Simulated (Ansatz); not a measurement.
# What MgSiS3 (model cell, started as cubic perovskite with Si in the octahedra) distorts into

Which phase does MgSiS3 (model cell, started as cubic perovskite with Si in the octahedra) fall into along its unstable mode, and how much energy does it gain?

Calculated with Ansatz 0.2.0; DFT LDA, scalar-relativistic, plane waves, PAW; PAW set soft_1.

Most raw output is cut from this account.

The structure was built from a prototype and need not be the compound's stable phase.

**1. The starting structure**

Symmetry: Pm-3m, No. 221, cubic system. The conventional cell has a = 4.469 Å, b = 4.469 Å, c = 4.469 Å, α = 90.00°, β = 90.00°, γ = 90.00°. Mg has 12 S at 3.16 Å nearest. Nearest to Si lie 6 S at 2.23 Å. Nearest to S lie 2 Si at 2.23 Å and 4 Mg at 3.16 Å. Farther neighbours and most contacts between anions are not listed.

Structure file:

```cif
data_structure
_symmetry_space_group_name_H-M 'P 1'
_symmetry_Int_Tables_number 1
_cell_length_a 4.4685
_cell_length_b 4.4685
_cell_length_c 4.4685
_cell_angle_alpha 90.000
_cell_angle_beta 90.000
_cell_angle_gamma 90.000
_cell_volume 89.23
loop_
_atom_site_label
_atom_site_type_symbol
_atom_site_fract_x
_atom_site_fract_y
_atom_site_fract_z
_atom_site_occupancy
Mg1 Mg 0.00000 0.00000 0.00000 1
Si2 Si 0.50000 0.50000 0.50000 1
S3 S 0.50000 0.50000 0.00000 1
S4 S 0.50000 0.00000 0.50000 1
S5 S 0.00000 0.50000 0.50000 1
```

**2. The dispersion**

The cell comes from relaxations at this level that are not shown. Stability and thermal properties need the whole zone. Linear response on a 4×4×4 q mesh gives force constants as far as a supercell of that size would.

input.yaml

```yaml
crystal:
  lattice:
    - [4.4685187904, 0.0, 0.0]
    - [0.0, 4.4685187904, 0.0]
    - [0.0, 0.0, 4.4685187904]
  atoms:
    - { symbol: Mg, position: [0.0, 0.0, 0.0] }
    - { symbol: Si, position: [0.5, 0.5, 0.5] }
    - { symbol: S, position: [0.5, 0.5, 0.0] }
    - { symbol: S, position: [0.5, 0.0, 0.5] }
    - { symbol: S, position: [0.0, 0.5, 0.5] }
kpoints:
  mp_grid: { grid: [8, 8, 8] }
hamiltonian:
  xc: lda
  pseudopotentials: { kind: paw, azcp: { folder: soft_1 }, xc_functional: pbe }
scf:
  occupations: { method: methfessel_paxton, width: 0.2 }
output:
  eigenvalues: true
phonons:
  method: dfpt
  qmesh: [4, 4, 4]
  temperatures: { t_max: 1000, t_step: 50 }
  qpath:
    path:
      - [[0.0, 0.0, 0.0], [0.0, 0.5, 0.0], [0.5, 0.5, 0.0], [0.0, 0.0, 0.0], [0.5, 0.5, 0.5], [0.0, 0.5, 0.0]]
      - [[0.5, 0.5, 0.5], [0.5, 0.5, 0.0]]
    npoints: 10
```

Launch:

```bash
> ansatz run input.yaml --threads 4 --pin off --max-ram 16384MiB --backend cpu --events-out ev --progress --plain --runs-dir out
```

Run time: 9.3 min. Hardware: 4 threads of Arm Neoverse V1, shared host; peak memory 2.1 GiB.

This step gave:

| Quantity | Value |
| --- | --- |
| volume per atom | 17.85 Å³ |
| gap on the k-mesh | 0 eV |
| sum-rule residual before enforcement | 4.32e-5 eV/Å² |
| lowest frequency on the path | -264.1 cm⁻¹ |
| point group | m-3m |
| highest frequency on the path or at a solved wavevector | 431.7 cm⁻¹ |
| highest optical mode at the zone centre (no LO-TO term) | 409.3 cm⁻¹ |
| lowest optical zone-centre mode | -229.7 cm⁻¹ |
| lowest mode on the q mesh (acoustic modes at Γ apart) | -264.1 cm⁻¹ |

Frequencies (cm⁻¹) solved at each irreducible wavevector; negative means imaginary. Frequencies by wavevector, by row:

| q in reciprocal lattice units | star | mode 1 | mode 2 | mode 3 | mode 4 | mode 13 | mode 14 | mode 15 |
| --- | --- | --- | --- | --- | --- | --- | --- | --- |
| 0 0 0 | 1 | -229.7 | -229.7 | -229.7 | -179.1 | 409.3 | 409.3 | 409.3 |
| 0 0 0.25 | 6 | -239.1 | -176.4 | -176.4 | -167.9 | 393.1 | 406.1 | 406.1 |
| 0 0 -0.5 | 3 | -264.1 | -171.7 | -171.7 | -151.3 | 365.3 | 405.7 | 405.7 |
| 0 0.25 0.25 | 12 | -211.5 | -190.4 | -168.4 | -161.6 | 372.5 | 402.5 | 409.6 |
| 0 0.25 -0.5 | 12 | -235.8 | -203 | -163.2 | -156.4 | 346.6 | 401.6 | 404.8 |
| 0 -0.5 -0.5 | 3 | -231.3 | -201.5 | -201.5 | -114.6 | 348.7 | 395.8 | 397.9 |
| 0.25 0.25 0.25 | 8 | -204.1 | -196.1 | -196.1 | -154.9 | 367.9 | 367.9 | 422.6 |
| 0.25 0.25 -0.5 | 12 | -227.2 | -221.9 | -188.7 | -162.4 | 351.4 | 368.6 | 427.6 |
| 0.25 -0.5 -0.5 | 6 | -233.9 | -221.1 | -221.1 | -154.2 | 360.1 | 360.1 | 427.4 |
| -0.5 -0.5 -0.5 | 1 | -237.6 | -237.6 | -237.6 | -159.5 | 369.5 | 369.5 | 426.6 |

Interpolated from a 4×4×4 q mesh. The phonon branches at the labelled points (cm⁻¹):

| point | branch 1 | branch 2 | branch 3 | branch 4 | branch 12 | branch 13 | branch 14 | branch 15 |
| --- | --- | --- | --- | --- | --- | --- | --- | --- |
| Γ | -230 | -230 | -230 | -179 | 0 | 409 | 409 | 409 |
| halfway | -239 | -176 | -176 | -168 | 202 | 393 | 406 | 406 |
| X | -264 | -172 | -172 | -151 | 325 | 365 | 406 | 406 |
| halfway | -236 | -203 | -163 | -156 | 340 | 347 | 402 | 405 |
| M | -231 | -202 | -202 | -115 | 349 | 349 | 396 | 398 |
| halfway | -212 | -190 | -168 | -162 | 222 | 372 | 402 | 410 |
| Γ | -230 | -230 | -230 | -179 | 0 | 409 | 409 | 409 |
| halfway | -204 | -196 | -196 | -155 | 242 | 368 | 368 | 423 |
| R | -238 | -238 | -238 | -160 | 370 | 370 | 370 | 427 |
| halfway | -227 | -222 | -189 | -162 | 339 | 351 | 369 | 428 |
| X | -264 | -172 | -172 | -151 | 325 | 365 | 406 | 406 |
| jump to R | -238 | -238 | -238 | -160 | 370 | 370 | 370 | 427 |
| halfway | -234 | -221 | -221 | -154 | 350 | 360 | 360 | 427 |
| M | -231 | -202 | -202 | -115 | 349 | 349 | 396 | 398 |

Symmetry leaves 10 wavevectors to solve. The lowest mode among them, the acoustic zeros apart, lies at q = (0, 0, -0.5) and is imaginary, 264.1i cm⁻¹, so the energy falls along it.

**3. The mode frozen in, largest atomic shift 0 Å**

The mode followed lies at q = (-0.5, -0.5, -0.5) with frequency 237.6i cm⁻¹ and is 3-fold degenerate, one of the unstable modes though not the softest. At small amplitude the distorted cell has space group no. 167 by a symmetry search on the positions. The undistorted cell that holds it gives the zero of energy on the same k mesh.

System of this step: MgSiS3 (model cell, started as cubic perovskite with Si in the octahedra). The structure is cubic, space group Pm-3m (No. 221). Conventional cell: a = 4.469 Å, b = 4.469 Å, c = 4.469 Å, α = 90.00°, β = 90.00°, γ = 90.00°. Nearest to Mg lie 12 S at 3.16 Å. Si has 6 S at 2.23 Å nearest. Nearest to S lie 2 Si at 2.23 Å and 4 Mg at 3.16 Å. Farther neighbours and most contacts between anions are not listed.

input.yaml, the sections that differ from step 2:

```yaml
crystal:
  lattice:
    - [4.4685187904, 4.4685187904, 0.0]
    - [4.4685187904, 0.0, 4.4685187904]
    - [4.4685187904, 0.0, -4.4685187904]
  atoms:
    - { symbol: Mg, position: [0.0, 0.0, 0.0] }
    - { symbol: Mg, position: [0.0, 0.5, 0.5] }
    - { symbol: Si, position: [0.5, 0.25, 0.75] }
    - { symbol: Si, position: [0.5, 0.75, 0.25] }
    - { symbol: S, position: [0.5, 0.0, 0.0] }
    - { symbol: S, position: [0.5, 0.5, 0.5] }
    - { symbol: S, position: [0.0, 0.5, 0.0] }
    - { symbol: S, position: [0.0, 0.0, 0.5] }
    - { symbol: S, position: [0.5, 0.0, 0.5] }
    - { symbol: S, position: [0.5, 0.5, 0.0] }
output:
  forces: true
  stress: true
  eigenvalues: true
# kpoints, hamiltonian, scf: as in step 2
# phonons: removed
```

Wall time 3.4 s (4 threads); peak memory 0.54 GiB; 13 s of CPU time.

This step gave:

| Quantity | Value |
| --- | --- |
| pressure | 0.1070 GPa |
| energy from the undistorted cell | 0 meV/atom |

The run ends at a pressure of 0.11 GPa.

**4. The mode frozen in, largest atomic shift 0.6 Å**

The atoms are moved along the unstable eigenvector, the largest shift by 0.6 Å, with the cell fixed.

input.yaml, the sections that differ from step 3:

```yaml
crystal:
  lattice:
    - [4.4685187904, 4.4685187904, 0.0]
    - [4.4685187904, 0.0, 4.4685187904]
    - [4.4685187904, 0.0, -4.4685187904]
  atoms:
    - { symbol: Mg, position: [0.0, 0.0, 0.0] }
    - { symbol: Mg, position: [0.0, 0.5, 0.5] }
    - { symbol: Si, position: [0.5, 0.25, 0.75] }
    - { symbol: Si, position: [0.5, 0.75, 0.25] }
    - { symbol: S, position: [0.4050548764, 0.0, 0.0] }
    - { symbol: S, position: [0.5949451236, 0.5, 0.5] }
    - { symbol: S, position: [0.0, 0.5949451236, 0.0] }
    - { symbol: S, position: [0.0, -0.0949451236, 0.5] }
    - { symbol: S, position: [0.4050548764, 0.0949451236, 0.5] }
    - { symbol: S, position: [0.5949451236, 0.4050548764, 0.0] }
# kpoints, hamiltonian, scf, output: as in step 3
```

Wall time 7 s (4 threads); peak memory 0.67 GiB; 27 s of CPU time.

Numbers from this step:

```yaml
pressure: -5.095 GPa
gap_on_the_k_mesh: 0.6666 eV
energy_from_the_undistorted_cell: -398.5 meV/atom
```

The energy, extrapolated to zero smearing, is -398.53 meV/atom against the undistorted cell.

The run ends at a pressure of -5.09 GPa, with forces up to 0.80 eV/Å.

**5. Energy along the mode, all amplitudes (two of the runs are shown above)**

An imaginary frequency means negative curvature, so the energy should fall and then rise again as anharmonic terms take over.

This step gave:

```yaml
depth_at_the_lowest_point_sampled: 398.5 meV/atom
largest_atomic_shift_at_that_point: 0.6 Å
```

The energy from the parent by largest atomic shift:

| largest atomic shift (Å) | energy from the parent (meV/atom) |
| --- | --- |
| 0.000 | 0 |
| 0.040 | -3.10 |
| 0.080 | -12.3 |
| 0.140 | -36.9 |
| 0.220 | -89.3 |
| 0.320 | -175 |
| 0.450 | -294 |
| 0.600 | -399 |

Displacement at unit largest shift by atom:

| atom | x (Å) | y (Å) | z (Å) | size |
| --- | --- | --- | --- | --- |
| Mg1 | 0.000 | 0.000 | 0.000 | 0.000 |
| Mg2 | 0.000 | 0.000 | 0.000 | 0.000 |
| Si3 | 0.000 | 0.000 | 0.000 | 0.000 |
| Si4 | 0.000 | 0.000 | 0.000 | 0.000 |
| S5 | -0.707 | -0.707 | 0.000 | 1.000 |
| S6 | 0.707 | 0.707 | 0.000 | 1.000 |
| S7 | 0.707 | 0.000 | 0.707 | 1.000 |
| S8 | -0.707 | 0.000 | -0.707 | 1.000 |
| S9 | 0.000 | -0.707 | 0.707 | 1.000 |
| S10 | 0.000 | 0.707 | -0.707 | 1.000 |

The lowest of the steps tried is the last one, at 0.6 Å, 399 meV/atom below the parent; the bottom of the well need not coincide with a step.

**6. Relaxing from the distorted cell**

Starting from the lowest point found, all atoms and the cell are let go, so that strain and other modes of the same symmetry can join in.

input.yaml, as its differences from that of step 4:

```diff
@@ -27 +27,10 @@
   eigenvalues: true
+  write_density: true
+  write_potential: true
+  elf: true
+  volumetric_format: npy
+relax:
+  adjacent_minimum: "off"
+  f_tol: 0.002
+  max_steps: 120
+  cell: { stress_tol: 0.03 }
```

Run time: 46 s. Hardware: 4 threads; peak memory 0.71 GiB; 3 min of CPU time.

Step by step:

| step | energy less that of the first step (eV) | largest force component (eV/Å) | pressure (GPa) | volume (Å³) |
| --- | --- | --- | --- | --- |
| 1 | 0.0000 | 0.5636 | -5.09 | 178.45 |
| 2 | -0.4301 | 0.0021 | -0.48 | 167.62 |
| 3 | -0.4723 | 0.0246 | -0.26 | 168.02 |
| 4 | -0.4732 | 0.0031 | -0.11 | 167.81 |
| 5 | -0.4733 | 0.0007 | 0.01 | 167.60 |
| 6* | -0.4712 | 0.0007 | 0.00 | 167.60 |

Relaxation steps marked * repeat the geometry before them on a plane-wave basis chosen anew for their cell, so energy and pressure can jump there.

Forces are held to the 12 operations that the run works with; a distortion that breaks them can't arise in this run.

| conventional cell, symmetrised | before | after | change |
| --- | --- | --- | --- |
| a (Å) | 6.319 | 6.204 | -1.8 % |
| b (Å) | 6.319 | 6.204 | -1.8 % |
| c (Å) | 15.479 | 15.082 | -2.6 % |
| volume (Å³/atom) | 17.85 | 16.76 | -6.1 % |

The atoms that moved most (Å, as changes of fractional coordinates times the final cell):

| atom | dx | dy | dz | length |
| --- | --- | --- | --- | --- |
| S7 | 0.077 | 0.000 | 0.077 | 0.108 |
| S6 | 0.077 | 0.077 | 0.000 | 0.108 |
| S10 | 0.000 | 0.077 | -0.077 | 0.108 |
| S8 | -0.077 | 0.000 | -0.077 | 0.108 |
| S5 | -0.077 | -0.077 | 0.000 | 0.108 |
| S9 | 0.000 | -0.077 | 0.077 | 0.108 |

Numbers from this step:

```yaml
pressure: 0.004670 GPa
volume_per_atom: 16.76 Å³
gap_on_the_k_mesh: 0.7722 eV
```

Electrostatic potential energy in the ac plane of the conventional cell at fractional y = 0.000, with atoms of Mg and Si and S within 0.2 Å of it. With pseudopotentials it is smooth inside the atoms' cores, unlike the true potential.

Ten even steps from '0' (-37 eV) to '9' (12 eV), each cell a mean:
```
32687679999999742
78850016999999987
99962126999999999
99998889999999999
57899999875689986
01689999501048830
02799999611158841
78999999987899988
99997678999999999
99850016999999999
56861127999999975
42588889999999733
32689999998667742
78999999983002787
99999999984114899
99999999999889999
57899756899999986
01686110289999830
02787211489999841
78999878999999988
99999999998668999
99999999973003799
56899999984114775
42589999999888733
```
Columns run along a (6.2 Å; values clipped at the 3rd and 97th percentile), rows up along c (15.1 Å), edges of the conventional cell, whose origin can differ from the input's. Atoms in or near the plane, at fractional coordinates: Mg at (0.00, 0.75), Mg at (0.00, 0.25), Si at (0.00, 0.50), Si at (0.00, 0.00), S at (0.61, 0.75), S at (0.39, 0.25).

ELF in the ac plane of the conventional cell at fractional y = 0.000, with atoms of Mg and Si and S within 0.2 Å of it. It is the smooth field of the valence electrons, not physical close to the nuclei.

Ten even steps from '0' (0.04) to '9' (0.89), each cell a mean:
```
35777887410011343
35885379720001233
02798678510000110
01478763122210000
00011102688875200
22000015852499312
22000015874699312
00123211478753100
01589874211000000
13796468620001111
46896589720001344
34666775211212443
34421000268877764
33321001598548864
01110000378679841
00000122124788620
00147888741011000
22179723773000012
22179845872000012
00025677621232100
00000011136899730
11110000488558851
34321000589658874
33432221147766653
```
Columns run along a (6.2 Å), rows up along c (15.1 Å), edges of the conventional cell, whose origin can differ from the input's. Atoms in or near the plane, at fractional coordinates: Mg at (0.00, 0.75), Mg at (0.00, 0.25), Si at (0.00, 0.50), Si at (0.00, 0.00), S at (0.61, 0.75), S at (0.39, 0.25).

Valence density in the ac plane of the conventional cell at fractional y = 0.000, with atoms of Mg and Si and S within 0.2 Å of it. It is the smooth field of the valence electrons, not physical close to the nuclei.

Ten steps, logarithmic in the rise over the least value, from '0' (0 e/Å³) to '9' (17 e/Å³), each cell a mean:
```
12223332100001121
12234343200000111
01234443100000000
00012221110000000
21000001233321001
97100001343442149
86100001343432138
00000001122211000
00123322100000000
01234443100000000
12234443100000111
12222221000001121
11210000012333221
11110000124434321
00000000123443210
00000001111222100
21012333210000001
97223433421000049
86123434320000038
00001222210000000
00000000012332100
00000000124444310
11110000124444322
11211000012222221
```
Columns run along a (6.2 Å), rows up along c (15.1 Å), edges of the conventional cell, whose origin can differ from the input's. Atoms in or near the plane, at fractional coordinates: Mg at (0.00, 0.75), Mg at (0.00, 0.25), Si at (0.00, 0.50), Si at (0.00, 0.00), S at (0.61, 0.75), S at (0.39, 0.25).

The distorted start has space group R-3c; the relaxation ends in R-3c.

**7. The new phase in its own primitive cell**

The relaxed structure is symmetrised, reduced to its primitive cell and relaxed tightly, as its phonons need.

input.yaml

```yaml
crystal:
  lattice:
    - [3.1022492253, 1.7910844253, 5.0271919361]
    - [-3.1022492253, 1.7910844253, 5.0271919361]
    - [0.0, -3.5821688507, 5.0271919361]
  atoms:
    - { symbol: Mg, position: [0.75, 0.75, 0.75] }
    - { symbol: Mg, position: [0.25, 0.25, 0.25] }
    - { symbol: Si, position: [0.5, 0.5, 0.5] }
    - { symbol: Si, position: [0.0, 0.0, 0.0] }
    - { symbol: S, position: [0.1376040277, 0.75, 0.3623959723] }
    - { symbol: S, position: [0.8623959723, 0.25, 0.6376040277] }
    - { symbol: S, position: [0.3623959723, 0.1376040277, 0.75] }
    - { symbol: S, position: [0.6376040277, 0.8623959723, 0.25] }
    - { symbol: S, position: [0.25, 0.6376040277, 0.8623959723] }
    - { symbol: S, position: [0.75, 0.3623959723, 0.1376040277] }
kpoints:
  mp_grid: { grid: [6, 6, 6] }
hamiltonian:
  xc: lda
  pseudopotentials: { kind: paw, azcp: { folder: soft_1 }, xc_functional: pbe }
scf:
  occupations: { method: fixed }
output:
  forces: true
  stress: true
  eigenvalues: true
relax:
  adjacent_minimum: "off"
  f_tol: 0.001
  max_steps: 60
  cell: { stress_tol: 0.01 }
```

Elapsed: 11 s, on 4 threads; peak memory 0.56 GiB.

Little changed from the start: no atom moved by 0.005 Å and no cell edge by 0.1 %.

Numbers from this step:

```yaml
pressure: 0.001072 GPa
gap_on_the_k_mesh: 0.8005 eV
direct_gap_on_mesh: 0.8005 eV
```

The largest force component left is 0.33 meV/Å and the pressure is 0.001 GPa, within the tolerances set. The cell now holds 16.76 Å³/atom.

[end of part 1 of 2]

[Logs are printed without paths, hosts, clocks, repeated set-up lines and the standing remarks that a program may print on its own settings, such as how far it seeks lower states.]

[Hosts, paths, dates, database ids (printed as entryN), source tags and the programs' standing remarks are cut or masked in the printed files.]
